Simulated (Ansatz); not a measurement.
# How the geometry moves the gap of Ga2O3 (C2/m), part 2 of 2

Aim: gaps of Ga2O3 (C2/m) at the database cell and after a full relaxation.

Ansatz 0.2.0; r2SCAN, HSE06 and G0W0, plane waves, PAW. Known limits of the many-body steps: short of the basis limit; no spin-orbit coupling.

So far. Step 2 (r2SCAN bands at the given cell): The gap is indirect, with the least direct gap 0.03 eV higher. Step 4 (r2SCAN at the relaxed cell): The gap is indirect, with the least direct gap 0.03 eV higher.

### Step 5. HSE06 at the relaxed cell

HSE06 mixes in a quarter of exact exchange at short range. Exchange couples all pairs of k points, which makes a full band path dear, so levels are read on the mesh and at chosen points.

This step: DFT, HSE06, plane waves, PAW.

Input file input.yaml:

```yaml
crystal:
  lattice:
    - [6.1277229278, -1.5198155994, 0.001877649]
    - [6.1277229278, 1.5198155994, 0.001877649]
    - [-1.3889609882, 0.0, 5.6402654905]
  atoms:
    - { symbol: Ga, position: [0.0904652023, 0.0904652023, 0.7946077346] }
    - { symbol: Ga, position: [0.9095347977, 0.9095347977, 0.2053922654] }
    - { symbol: Ga, position: [0.6587867822, 0.6587867822, 0.314289123] }
    - { symbol: Ga, position: [0.3412132178, 0.3412132178, 0.685710877] }
    - { symbol: O, position: [0.1641660412, 0.1641660412, 0.109080794] }
    - { symbol: O, position: [0.8358339588, 0.8358339588, 0.890919206] }
    - { symbol: O, position: [0.1733518831, 0.1733518831, 0.5635267302] }
    - { symbol: O, position: [0.8266481169, 0.8266481169, 0.4364732698] }
    - { symbol: O, position: [0.4962990354, 0.4962990354, 0.2562464097] }
    - { symbol: O, position: [0.5037009646, 0.5037009646, 0.7437535903] }
kpoints:
  mp_grid: { grid: [6, 6, 4] }
  band_path:
    path:
      - [0.0, 0.0, 0.0]
      - [-0.2663944, 0.2663944, 0.0]
      - [-0.7336056, -0.2663944, 0.0]
      - [-0.5, -0.5, 0.0]
      - [-0.5, -0.5, 0.5]
      - [-0.74186107, -0.25813893, 0.5]
      - [-0.25813893, 0.25813893, 0.5]
      - [0.0, 0.0, 0.5]
      - [-0.548372214, -0.451627786, 0.5]
    npoints: 1
hamiltonian:
  xc: hse06
scf:
  occupations: { method: fixed }
  n_extra_bands: 7
output:
  eigenvalues: true
```

The run is started by

```bash
$ ansatz run input.yaml --threads 3 --pin off --max-ram 92160MiB --backend cuda --events-out ev --progress --plain --runs-dir out --devices 1 --max-vram 13GiB
```

Log:

```text
[...]
GPUs: using 1 of 1 available (devices: 1).
[...]
davidson cushion auto → on  (no smearing: the cushion is to keep the highest requested band from converging to the state above it; pin scf.eigensolver.cushion to override)
[...]
GPU FFT provider: cuFFT
GPU libraries: cuBLAS 13.8.2, cuFFT 12.4.0, cuSOLVER 12.3.4
Crystal: 10 atoms, lattice volume = 105.064 Å³
Basis set: ecut = 420 eV, 2041 PW (Γ), FFT grids on a1−a2, a2, a3
[...]
Fermi energy:    6.830165 eV
[...]
--- Band table (eV; the first three rows and the last of 47) ---
  k-point 0: bands = [... 40 lower, 6.2338, 6.3678, 6.5956, 6.8302, 11.0250, 14.5385, 15.5029, 15.6755, ... 3 higher]
  k-point 1: bands = [... 40 lower, 6.2586, 6.3474, 6.3780, 6.5963, 11.9297, 14.7177, 15.4002, 15.7629, ... 3 higher]
  k-point 2: bands = [... 40 lower, 6.1580, 6.2788, 6.4541, 6.5301, 13.4756, 13.6202, 15.6529, 16.1720, ... 3 higher]
  k-point 46: bands = [... 40 lower, 6.2426, 6.2738, 6.3187, 6.8297, 13.9563, 14.0781, 15.0609, 15.4333, ... 3 higher]
[key lines of the parts left out:]
Free energy (F): -18541.443962 eV
```

Elapsed: 82 s, on 1 × NVIDIA H100 80GB HBM3 (shared by 6 runs) with 3 threads of AMD EPYC 7R13 (Zen 3), shared host; peak memory 2.5 GiB.

Read from the output:

```yaml
gap: 4.178 eV
valence_top_at: k = (-0.548, -0.452, 0.500)
conduction_bottom_at: Γ
least_direct_gap: 4.195 eV
```

The gap stands +1.16 eV against r2SCAN.

### Step 6. G0W0 at the relaxed cell

G0W0 replaces the xc potential by the self-energy, built once from these orbitals. Only a window of levels is corrected, while the sums run over the empty bands that the input names.

This step: G0W0 on r2SCAN, plane waves, PAW.

input.yaml: that of step 5 with these lines changed.

```diff
@@ -18,20 +18,11 @@
   mp_grid: { grid: [6, 6, 4] }
-  band_path:
-    path:
-      - [0.0, 0.0, 0.0]
-      - [-0.2663944, 0.2663944, 0.0]
-      - [-0.7336056, -0.2663944, 0.0]
-      - [-0.5, -0.5, 0.0]
-      - [-0.5, -0.5, 0.5]
-      - [-0.74186107, -0.25813893, 0.5]
-      - [-0.25813893, 0.25813893, 0.5]
-      - [0.0, 0.0, 0.5]
-      - [-0.548372214, -0.451627786, 0.5]
-    npoints: 1
 hamiltonian:
-  xc: hse06
+  xc: r2scan
 scf:
   occupations: { method: fixed }
-  n_extra_bands: 7
-output:
-  eigenvalues: true
+gw:
+  n_empty_bands: 267
+  ecut_chi: 108
+  qp_bands: [v3, c3]
+  qp_kpoints: band_edges
+  screening: { model: contour_deformation }
```

Log:

```text
GPUs: using 1 of 1 available (devices: 1).
[...]
GPU FFT provider: cuFFT
GPU libraries: cuBLAS 13.8.2, cuFFT 12.4.0, cuSOLVER 12.3.4
Crystal: 10 atoms, lattice volume = 105.064 Å³
Basis set: ecut = 500 eV, 2667 PW (Γ), exchange–correlation on 192×192×180 points (64 copies of the dense FFT grid, shifted against one another)
Bands: 54, of which v1, the nominal top of the filled ones, is band 44 counted from 1 (43 counted from 0)
[...]
1    43      7.2182   -26.7772     4.7980   -21.3296  0.7811     6.5636     6.5686  root
[...]
46    44      7.6804   -27.1949     4.8167   -21.8173  0.7804     7.1160     7.1195  root
    46    45     13.5541   -12.7499    -3.8136   -17.7818  0.8288    14.7845    14.7724  root
    46    46     13.6716   -12.0048    -3.8449   -17.0463  0.8262    14.8805    14.8682  root
    46    47     14.6421   -12.1424    -4.1318   -17.4850  0.8228    15.8669    15.8528  root
[key lines of the parts left out:]
SCF converged after 8 iterations
Free energy (F): -18577.841677 eV
Fermi energy:    7.680392 eV
```

Wall time 4.5 min (1 × NVIDIA H100 80GB HBM3 (shared by 6 runs) with 3 threads); peak memory 2.7 GiB.

Numbers from this step:

| Item | Value |
| --- | --- |
| bands summed | 311 |
| RPA ε∞ on this mesh (eigenvalues) | 3.471, 3.581, 3.600 |
| plane waves in the screening matrix | 275 |
| G0W0 gap on the mesh | 4.489 eV |
| k of the valence top | -0.5, -0.5, -0.5 |
| k of the conduction bottom | 0, 0, 0 |
| starting gap on the mesh | 3.035 eV |
| least direct G0W0 gap on the computed points | 4.495 eV |

The gap on the mesh goes from 3.04 eV to 4.49 eV, a correction of +1.45 eV. Between the two edge states, bare exchange in place of the xc potential would open the gap by 9.76 eV, and correlation takes back 8.30 eV.

### Step 7. G0W0 at the given cell

Input file input.yaml:

```yaml
crystal:
  lattice:
    - [6.107, -1.51855, 0.0]
    - [6.107, 1.51855, 0.0]
    - [-1.3859888959, 0.0, 5.630008738]
  atoms:
    - { symbol: Ga, position: [0.0905, 0.0905, 0.7946] }
    - { symbol: Ga, position: [0.9095, 0.9095, 0.2054] }
    - { symbol: Ga, position: [0.65866, 0.65866, 0.31402] }
    - { symbol: Ga, position: [0.34134, 0.34134, 0.68598] }
    - { symbol: O, position: [0.1645, 0.1645, 0.1098] }
    - { symbol: O, position: [0.8355, 0.8355, 0.8902] }
    - { symbol: O, position: [0.1733, 0.1733, 0.5632] }
    - { symbol: O, position: [0.8267, 0.8267, 0.4368] }
    - { symbol: O, position: [0.4959, 0.4959, 0.2566] }
    - { symbol: O, position: [0.5041, 0.5041, 0.7434] }
kpoints:
  mp_grid: { grid: [6, 6, 4] }
hamiltonian:
  xc: r2scan
scf:
  occupations: { method: fixed }
gw:
  n_empty_bands: 266
  ecut_chi: 108
  qp_bands: [v3, c3]
  qp_kpoints: band_edges
  screening: { model: contour_deformation }
```

Log:

```text
GPUs: using 1 of 1 available (devices: 1).
[...]
GPU FFT provider: cuFFT
GPU libraries: cuBLAS 13.8.2, cuFFT 12.4.0, cuSOLVER 12.3.4
Crystal: 10 atoms, lattice volume = 104.423 Å³
Basis set: ecut = 500 eV, 2661 PW (Γ), exchange–correlation on 192×192×180 points (64 copies of the dense FFT grid, shifted against one another)
Bands: 54, of which v1, the nominal top of the filled ones, is band 44 counted from 1 (43 counted from 0)
[...]
1    43      7.2955   -26.8200     4.7892   -21.3771  0.7823     6.6369     6.6418  root
[...]
46    44      7.7605   -27.2202     4.8079   -21.8467  0.7816     7.1914     7.1949  root
    46    45     13.6932   -12.7411    -3.8189   -17.7845  0.8295    14.9297    14.9176  root
    46    46     13.8060   -11.9909    -3.8543   -17.0455  0.8272    15.0185    15.0063  root
    46    47     14.8150   -12.1727    -4.1436   -17.5364  0.8236    16.0490    16.0350  root
[key lines of the parts left out:]
SCF converged after 8 iterations
Free energy (F): -18577.838113 eV
Fermi energy:    7.760477 eV
```

Run time: 2.6 min. Hardware: 1 × NVIDIA H100 80GB HBM3 (shared by 6 runs) with 3 threads; peak memory 2.7 GiB.

Numbers from this step:

```
bands summed                                 : 310
RPA ε∞ on this mesh (eigenvalues)            : 3.458, 3.569, 3.589
plane waves in the screening matrix          : 275
G0W0 gap on the mesh                         : 4.564 eV
k of the valence top                         : -0.5, -0.5, -0.5
k of the conduction bottom                   : 0, 0, 0
starting gap on the mesh                     : 3.100 eV
least direct G0W0 gap on the computed points : 4.569 eV
```

The gap on the mesh goes from 3.10 eV to 4.56 eV, a correction of +1.46 eV. Between the two edge states, bare exchange in place of the xc potential would open the gap by 9.77 eV, and correlation takes back 8.31 eV.

### Step 8. Together

G0W0 rows are gaps on the mesh, lowered where the mesh misses an edge of the band path.

| level | given cell (eV) | relaxed cell (eV) | change (eV) |
| --- | --- | --- | --- |
| r2SCAN | 3.08 | 3.02 | −0.06 |
| HSE06 | - | 4.18 | - |
| G0W0@r2SCAN | 4.55 | 4.47 | −0.07 |

### Step 9. Summary of results

| Quantity | Value |
| --- | --- |
| volume change | +0.6 % |
| r2SCAN, given cell | 3.08 eV |
| r2SCAN, relaxed cell | 3.02 eV |
| HSE06, relaxed cell | 4.18 eV |
| G0W0@r2SCAN, relaxed cell | 4.47 eV |
| G0W0@r2SCAN, given cell | 4.55 eV |
| known limits | short of the basis limit; no spin-orbit coupling |

What this shows: Relaxation changes the volume by +0.6 % and the gap by −0.06 eV (r2SCAN) and −0.07 eV (G0W0@r2SCAN). Against experiment, by G0W0@r2SCAN at the given cell: the gap of 4.55 eV lies −0.30 eV from the measured 4.85 eV (kind not stated, 2023); the gap of 4.55 eV lies +0.05 eV from the measured 4.5 eV (optical, on Al2O3, 2024); the gap of 4.55 eV lies −0.33 eV from the measured 4.88 eV (kind not stated, 2023). An exciton line or allowed optical edge lies below the quasiparticle gap by the binding energy; a forbidden edge can push the onset above it. The calculation has static nuclei and no excitons; a measured gap holds zero-point and thermal motion, which mostly lowers it. Against the values above the computed gap that would widen the miss. A likelier cause is the start: a gap of 3.10 eV screens too strongly, and one shot does not repair it. Bands and cutoff are finite, so the gap stands short of the basis limit, usually by up to a few tenths of an eV; the mesh is an error of its own. The many-body steps are scalar-relativistic: spin-orbit coupling is not in them.

[Long decimals in the printed logs are rounded to 6 places.]

[Logs are printed without paths, hosts, clocks, repeated set-up lines and the standing remarks that a program may print on its own settings, such as how far it seeks lower states.]

[Paths, hosts, dates, memory and timing lines, banners, echoed tables and standing remarks are left out of the program output; an Ansatz launch command may be rebuilt from the run's recorded settings. Measured values are a selection of at most five: reports struck by readers or far from the other reports are left out. None is set beside runs whose start may be inverted or whose files or cutoffs have a known fault.]

[Runs of the session that timed out or met a known fault of the program may be left out.]

[Cells called generated may have been cut or substituted from an entry of the Crystallography Open Database or the Materials Project.]

[Hosts, paths, dates, database ids (printed as entryN), source tags and the programs' standing remarks are cut or masked in the printed files.]

[Where the starting crystal was built by hand or by swapping elements, it need not be the compound's stable phase.]
